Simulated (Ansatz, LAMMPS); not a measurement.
# Li+ triflate in fluoroethylene carbonate, from a frame at 350 K (78 atoms): geometry optimisation, part 3 of 3

How does Li+ triflate in fluoroethylene carbonate, from a frame at 350 K (78 atoms) relax, and what do bonds, charges and levels look like afterwards?

Ansatz 0.2.0; Kohn-Sham DFT, PBEsol, PAW (set soft_2), plane waves.

The cell: 12 F, 20 C, 24 O, 18 H, 2 S and 2 Li. The network of contacts between molecules at the start is that of the classical potential that made the cell. The functional has no dispersion term. The Brillouin zone is sampled at Γ only, in a cell whose shortest periodic width is 10 Å.

So far. Step 4 (Cell and atoms relaxed): The relaxation changed the energy by -69.1 meV/atom, and atoms moved by 1.0 Å r.m.s., 2.2 Å at most.

### Step 6. Single point at the relaxed geometry

One more single point at the end of the walk gives the fuller output and checks the residual forces.

input.yaml reads:

```yaml
crystal:
  lattice:
    - [10.38073, 0.09366, 0.11289]
    - [0.09366, 10.02491, -0.13549]
    - [0.11289, -0.13549, 10.09621]
  atoms:
    - { symbol: F, position: [0.64287, 0.51318, 0.1523] }
    - { symbol: C, position: [0.54052, 0.4459, 0.20297] }
    - { symbol: C, position: [0.42161, 0.46435, 0.12013] }
    - { symbol: O, position: [0.4213, 0.34459, 0.03744] }
    - { symbol: C, position: [0.50543, 0.25701, 0.08343] }
    - { symbol: O, position: [0.52308, 0.14423, 0.03968] }
    - { symbol: O, position: [0.56954, 0.30719, 0.18801] }
    - { symbol: H, position: [0.52859, 0.47252, 0.30895] }
    - { symbol: H, position: [0.33277, 0.46892, 0.18191] }
    - { symbol: H, position: [0.42931, 0.55084, 0.0562] }
    - { symbol: F, position: [0.02461, 0.99144, 0.59952] }
    - { symbol: C, position: [0.13313, 0.91033, 0.58365] }
    - { symbol: C, position: [0.22034, 0.95622, 0.47216] }
    - { symbol: O, position: [0.31316, 0.03675, 0.54017] }
    - { symbol: C, position: [0.30648, 0.01118, 0.66825] }
    - { symbol: O, position: [0.38036, 0.05414, 0.74967] }
    - { symbol: O, position: [0.20846, 0.92909, 0.69761] }
    - { symbol: H, position: [0.10285, 0.80577, 0.57548] }
    - { symbol: H, position: [0.27094, 0.87073, 0.4221] }
    - { symbol: H, position: [0.16989, 0.01798, 0.40079] }
    - { symbol: F, position: [0.49989, 0.96243, 0.33967] }
    - { symbol: C, position: [0.59086, 0.9043, 0.25447] }
    - { symbol: C, position: [0.70418, 0.99571, 0.23522] }
    - { symbol: O, position: [0.79643, 0.94665, 0.32746] }
    - { symbol: C, position: [0.76202, 0.82485, 0.36271] }
    - { symbol: O, position: [0.82643, 0.75248, 0.43016] }
    - { symbol: O, position: [0.64481, 0.79325, 0.31802] }
    - { symbol: H, position: [0.54279, 0.87033, 0.16407] }
    - { symbol: H, position: [0.74667, 0.98572, 0.13474] }
    - { symbol: H, position: [0.67886, 0.10005, 0.26131] }
    - { symbol: F, position: [0.63861, 0.57951, 0.67108] }
    - { symbol: C, position: [0.69425, 0.6253, 0.78522] }
    - { symbol: C, position: [0.76467, 0.75416, 0.7628] }
    - { symbol: O, position: [0.67212, 0.85566, 0.80742] }
    - { symbol: C, position: [0.57988, 0.79783, 0.8783] }
    - { symbol: O, position: [0.49347, 0.85699, 0.93893] }
    - { symbol: O, position: [0.59338, 0.66415, 0.87588] }
    - { symbol: H, position: [0.75204, 0.545, 0.8278] }
    - { symbol: H, position: [0.85008, 0.76117, 0.8249] }
    - { symbol: H, position: [0.78865, 0.76752, 0.65746] }
    - { symbol: F, position: [0.89169, 0.18391, 0.00072] }
    - { symbol: C, position: [0.99241, 0.26114, 0.04512] }
    - { symbol: C, position: [0.01048, 0.24455, 0.19204] }
    - { symbol: O, position: [0.10787, 0.14032, 0.1961] }
    - { symbol: C, position: [0.16549, 0.12806, 0.07709] }
    - { symbol: O, position: [0.25895, 0.05779, 0.05185] }
    - { symbol: O, position: [0.10735, 0.20588, 0.98759] }
    - { symbol: H, position: [0.97697, 0.36378, 0.01143] }
    - { symbol: H, position: [0.04799, 0.33499, 0.24096] }
    - { symbol: H, position: [0.92252, 0.21127, 0.24248] }
    - { symbol: F, position: [0.6692, 0.30798, 0.8017] }
    - { symbol: C, position: [0.75708, 0.24005, 0.72058] }
    - { symbol: C, position: [0.69027, 0.16377, 0.61051] }
    - { symbol: O, position: [0.7029, 0.24913, 0.4991] }
    - { symbol: C, position: [0.78836, 0.34364, 0.5268] }
    - { symbol: O, position: [0.82469, 0.42467, 0.44911] }
    - { symbol: O, position: [0.83068, 0.33473, 0.65232] }
    - { symbol: H, position: [0.82101, 0.18179, 0.78341] }
    - { symbol: H, position: [0.73948, 0.06791, 0.58558] }
    - { symbol: H, position: [0.58758, 0.14917, 0.63388] }
    - { symbol: O, position: [0.92511, 0.55943, 0.96322] }
    - { symbol: S, position: [0.92645, 0.64589, 0.08167] }
    - { symbol: O, position: [0.94104, 0.57301, 0.20455] }
    - { symbol: O, position: [0.83001, 0.75349, 0.0872] }
    - { symbol: C, position: [0.0806, 0.73533, 0.06528] }
    - { symbol: F, position: [0.18064, 0.64946, 0.05311] }
    - { symbol: F, position: [0.09789, 0.81502, 0.17186] }
    - { symbol: F, position: [0.07919, 0.81093, 0.9577] }
    - { symbol: O, position: [0.30849, 0.63728, 0.4114] }
    - { symbol: S, position: [0.20998, 0.54027, 0.44031] }
    - { symbol: O, position: [0.20311, 0.42766, 0.3463] }
    - { symbol: O, position: [0.08352, 0.5998, 0.47973] }
    - { symbol: C, position: [0.26342, 0.46291, 0.59547] }
    - { symbol: F, position: [0.37939, 0.40371, 0.57552] }
    - { symbol: F, position: [0.18017, 0.37066, 0.63471] }
    - { symbol: F, position: [0.27245, 0.55545, 0.69267] }
    - { symbol: Li, position: [0.40784, 0.0307, 0.93703] }
    - { symbol: Li, position: [0.92074, 0.58241, 0.39377] }
kpoints:
  mp_grid: { grid: [1, 1, 1] }
hamiltonian:
  xc: pbesol
scf:
  occupations: { method: gaussian, width: 0.025 }
output:
  forces: true
  stress: true
  populations: true
  dos:
    method: { smearing: { sigma: 0.08 } }
    de: 0.1
    projected: { site_lists: { C: [C], F: [F], H: [H], Li: [Li], O: [O] } }
  eigenvalues: true
  write_density: true
  write_potential: true
  volumetric_format: npy
  elf: true
```

Command:

```
> ansatz run input.yaml --threads 4 --pin off --max-ram 8192MiB --backend cpu --events-out ev --progress --plain --runs-dir out
```

Numbers of over 12 decimals in the logs are rounded to 6 here.

Log:

```text
[...]
Crystal: 78 atoms, lattice volume = 1050.261 Å³
Basis set: ecut = 420 eV, 20535 PW (Γ), exchange–correlation on 144×144×144 points (8 copies of the dense FFT grid, shifted against one another)
Bands: 250, of which v1, the nominal top of the filled ones, is band 172 counted from 1 (171 counted from 0)
Symmetry: 1 space group operations
[...]
k-points: 1
[...]
SCF iter   1: F=—  HF=-30443.742960 eV  |F-HF|=—  |Δ(HF+E_count)|=         —  Δρ=7.96e-3  dr2=5.21e-1  ethr=1.77e-3  ⟨swp⟩=6.0  Hψ=1169  notcnv=0  defer=17
[...]
SCF iter  10: F=-30443.592360 eV  HF=-30443.592360 eV  |F-HF|=3.57e-9  |Δ(HF+E_count)|=   2.08e-7  Δρ=2.36e-6  dr2=5.65e-8  ethr=2.91e-11  ⟨swp⟩=19.0  Hψ=2104  notcnv=0
SCF 1 converged in 10 iterations: F = -30443.592360 eV  dr2 = 5.65e-8
[...]
WARN: The input density's exchange-correlation potential varies sharply where the density is thin. Do not read a vacuum level from v_tot or v_xc, or from such a field of the output density. On a cell that repeats whose density bears no net charge and no dipole along the vacuum's axis use v_es (v_loc + v_h of the components); [...]
SCF converged after 10 iterations
Free energy (F): -30443.592360 eV
[...]
Internal energy: -30443.592360 eV  (E = F + TS)
E sigma→0 (E₀):  -30443.592360 eV
Fermi energy:    1.931681 eV
[...]
--- Forces (eV/Å), atoms counted from 1 ---
  atom   1  F     -0.00299048    -0.00210493     0.00110132
  atom   2  C      0.00190694     0.00387109     0.00338707
  atom   3  C     -0.00359006     0.00045314     0.00319350
  atom   4  O      0.00478260    -0.00704665    -0.00143360
  atom   5  C     -0.00264286     0.00536617     0.00093065
  atom   6  O     -0.00155578    -0.00130838    -0.00273908
  atom   7  O     -0.00210964     0.00065497    -0.00276389
  atom   8  H     -0.00006318    -0.00022675    -0.00248073
  atom   9  H      0.00553902     0.00001586    -0.00193491
  atom  10  H     -0.00049285    -0.00142326     0.00180469
  atom  11  F     -0.00210198     0.00133335     0.00027856
  atom  12  C      0.00445501    -0.00368643    -0.00422104
  atom  13  C     -0.00257448    -0.00366905    -0.00235130
  atom  14  O      0.00079467    -0.00205521     0.00885670
[...]
atom  77  Li     0.00181076     0.00335160    -0.00117249
  atom  78  Li     0.00030394    -0.00179386    -0.00162914
  max |Σ_I F_I| component: 1.36e-4 eV/Å
--- Stress (GPa, compression-positive) ---
        0.027092       0.016147       0.018891
        0.016146      -0.035027      -0.012041
        0.018890      -0.012044      -0.017297
  P = ⅓ Tr σ = -0.0084 GPa (-0.084 kbar)
--- Band table (eV) ---
[...]
--- Löwdin populations: 78 sites ---
  site symbol       q [e]
     0      F      7.2498
     1      C      3.6267
     2      C      4.1002
[...]
77     Li      2.2541
  spilling = 0.013289 (of n_electrons = 344.000000)
```

It took 8.9 s on 4 threads of Arm Neoverse V2, shared host; peak memory 1.2 GiB.

The program notes that the exchange-correlation potential is rough where the density is thin.

The run gave:

| Property | Result |
| --- | --- |
| free energy | -30443.5924 eV |
| free energy per atom | -390.3025 eV/atom |
| SCF cycles | 10 |
| pressure | -0.00841 GPa |
| r.m.s. force component | 0.00399 eV/Å |
| longest force | 0.02557 eV/Å |
| Fermi energy | 1.932 eV |
| gap (highest filled to lowest empty level) | 5.028 eV |
| spilling of the projection | 0.01329 |

Löwdin charges by element (they lack the spilled electrons, 0.059 e an atom on average):

```csv
element,coordination,atoms,mean charge (e),spread,least,most
C,all,20,0.365,0.335,-0.104,0.727
F,all,12,-0.240,0.0252,-0.278,-0.215
H,all,18,0.239,0.0069,0.225,0.254
Li,all,2,0.75,0.0041,0.746,0.754
O,all,24,-0.425,0.220,-0.812,-0.231
S,all,2,2.28,0.0046,2.27,2.28
```

Density of states as counts of states in windows of 1 eV (from the Fermi level), total and the larger projections:

```csv
from (eV),to (eV),total,O p,C p,F p,H s
-10,-9,16.9,6.3,4.1,1.4,1.6
-9,-8,23.9,10.1,6.1,3.1,1.8
-8,-7,31.7,9.2,4.7,12.5,1.3
-7,-6,32.3,10.0,4.1,14.6,1.5
-6,-5,25.1,10.9,2.2,10.7,0.7
-5,-4,43.1,30.7,4.0,4.8,2.3
-4,-3,15.9,12.5,1.0,1.2,0.3
-3,-2,4.0,3.9,0.0,0.0,0.0
-2,2,0.0,0.0,0.0,0.0,0.0
2,3,13.9,4.8,6.8,0.1,0.6
3,4,8.1,0.9,3.0,0.1,0.6
4,5,21.9,2.0,6.1,1.0,2.5
```

The curve was stored every 0.10 eV, coarse against its broadening of 0.08 eV, so these counts are rough.

Between -26 and -10 eV lie 120 more states.

About 31 of the 344 electrons lie in deeper levels, below the stored range.

Not all projections were asked for or kept, so they needn't add up to the total.

The levels nearest the highest filled one (over half full), pooled over k-points and spins:

```csv
level less the highest filled one (eV),occupation
-1.20,2
-1.08,2
-0.870,2
-0.759,2
-0.14,2
0,2
5.03,0
5.04,0
5.17,0
5.20,0
5.23,0
5.28,0
```

Electrostatic potential energy in the ab plane at fractional z = 0.065, with atoms of C and H and O and S and F within 0.2 Å of it. With pseudopotentials it is smooth inside the atoms' cores, unlike the true potential.

Ten even steps from '0' (-46 eV) to '9' (6 eV), each cell a mean:
```
99999999999999999999999999999
99999999999999999999999999999
99999999999999999999999999999
99889999999999999999999999999
86568999999999999999999647999
71006899999999999999997202788
61004689999999999999998312446
65331038999999999999999862112
58871017999999999999999972121
78996469999878999999999985213
99999999999714999999999998777
99999999998746899999999999999
99999999998635899999999999999
99999999998646899999999999999
99999999998424889999999999998
88999999997201688999999999987
26899999999522226899999999862
03789999999973004899999999840
25777889999985005899999998762
78753368999997203899999997687
98730026899997203899999999899
99851001279999647999999999999
99987610059999999999999999999
99999963489999999999999999999
```
Columns run along a (10.4 Å; values clipped at the 3rd and 97th percentile), rows up along b (10.0 Å). Atoms in or near the plane, at fractional coordinates: C at (0.51, 0.26), H at (0.43, 0.55), C at (0.17, 0.13), O at (0.26, 0.06), S at (0.93, 0.65), C at (0.08, 0.74), F at (0.18, 0.65).

ELF in the ab plane at fractional z = 0.065, with atoms of C and H and O and S and F within 0.2 Å of it. It is the smooth field of the valence electrons, not physical close to the nuclei.

Values in units of 1e-1, 13 rows by 16 columns, each cell a mean:
```
0.0 0.1 0.6 3.5 5.8 3.1 0.2 0.3 0.2 0.1 0.5 5.7 5.7 0.9 0.0 0.0
0.4 0.5 0.4 0.1 0.2 0.1 0.6 1.4 0.7 0.3 0.1 0.3 1.6 3.5 2.4 0.2
2.6 3.1 1.9 0.4 0.2 0.0 0.7 1.4 0.6 0.2 0.1 2.4 7.6 8.0 6.3 1.2
8.3 3.4 5.8 5.9 3.7 0.2 0.1 0.2 0.1 0.0 0.1 3.2 7.9 6.9 6.7 5.9
6.5 4.1 6.9 7.6 4.9 0.5 4.7 4.5 0.4 0.1 0.2 0.5 2.9 5.1 3.4 4.0
1.8 1.0 5.9 5.7 1.2 3.3 9.6 9.8 2.4 2.0 4.4 1.5 0.3 2.6 4.8 4.3
0.4 0.1 0.5 0.4 0.5 3.7 7.5 7.7 2.2 2.5 6.6 3.7 0.2 0.7 1.4 1.1
3.7 0.4 0.0 0.0 0.3 2.4 6.3 5.8 1.2 0.5 1.6 1.3 0.1 0.1 1.2 4.4
6.7 1.4 0.7 0.2 0.7 6.3 7.3 6.9 4.1 2.2 0.7 0.1 0.0 0.2 3.3 8.4
4.3 3.8 4.1 1.6 0.3 2.9 4.9 5.6 4.0 4.2 0.7 0.1 0.9 3.5 3.5 4.2
3.1 3.9 5.8 4.8 3.3 0.9 1.3 6.4 7.0 6.5 2.0 0.1 1.6 6.8 7.0 3.8
0.4 3.5 3.9 6.9 6.8 5.5 1.2 6.8 7.9 8.1 2.7 0.2 0.3 2.9 5.2 1.6
0.1 1.4 4.6 7.1 7.3 7.3 0.9 1.9 3.7 2.5 0.4 5.0 5.6 0.7 0.4 0.1
```
Columns run along a (10.4 Å), rows up along b (10.0 Å). Atoms in or near the plane, at fractional coordinates: C at (0.51, 0.26), H at (0.43, 0.55), C at (0.17, 0.13), O at (0.26, 0.06), S at (0.93, 0.65), C at (0.08, 0.74), F at (0.18, 0.65).

Mean Löwdin charges: C +0.36, F -0.24, H +0.24, Li +0.75, O -0.43, S +2.28 e (they miss 1.3 % of the electrons, so they add up to more than the cell's charge). The largest share in the top eV of filled states is O p (79 % of the projected weight), and in the lowest eV of empty states C p (52 % of the projected weight).

A closer look about S62, one of the 2 S atoms: 8 atoms, nearest first, numbered in the order of the input, with positions taken from that point.

```csv
atom,x,y,z,distance (Å),Löwdin charge (e)
S62,0.00,0.00,0.00,0.00,2.28
O64,-0.99,1.07,0.03,1.46,-0.78
O61,-0.04,-0.85,-1.18,1.46,-0.76
O63,0.16,-0.75,1.25,1.47,-0.81
C65,1.61,0.91,-0.16,1.86,0.65
F68,1.59,1.69,-1.26,2.63,-0.22
F67,1.81,1.70,0.91,2.64,-0.22
F66,2.64,0.06,-0.26,2.65,-0.21
```

### Step 7. What came out

* energy change in the relaxation: -69.07 meV/atom
* r.m.s. displacement: 1.009 Å
* largest displacement: 2.193 Å
* free energy per atom: -390.3025 eV/atom
* pressure: -0.00841 GPa
* r.m.s. force component: 0.00399 eV/Å
* gap (highest filled to lowest empty level): 5.028 eV
* wall time of the 3 DFT runs: 4.3 min

Relaxation lowers the energy by 69.1 meV/atom and moves atoms by 1.0 Å r.m.s.; the r.m.s. force component goes from 1.1 to 0.0040 eV/Å, the pressure goes from 2.6 to -0.0084 GPa, and the gap from 4.16 to 5.03 eV. Displacements are taken in the final cell, so they leave out its strain. The functional lacks dispersion, which holds such a cell together, so the relaxed volume is likely too large. The cell grew by 4.2 % in volume. First to last step the energy falls by 5.387 eV, across changes of basis; the largest move, 2.19 Å, is that of F76. Between filled and empty levels lie 5.03 eV (at Γ alone); a semilocal functional tends to put such gaps too low. In a disordered cell it changes from sample to sample and from frame to frame.

**Limits.** The network of contacts between molecules at the start is that of the classical potential that made the cell; in DFT atoms moved by 1.0 Å r.m.s.

[Logs are printed without paths, hosts, clocks, repeated set-up lines and the standing remarks that a program may print on its own settings, such as how far it seeks lower states.]

[Hosts, paths, dates, database ids (printed as entryN), source tags and the programs' standing remarks are cut or masked in the printed files.]
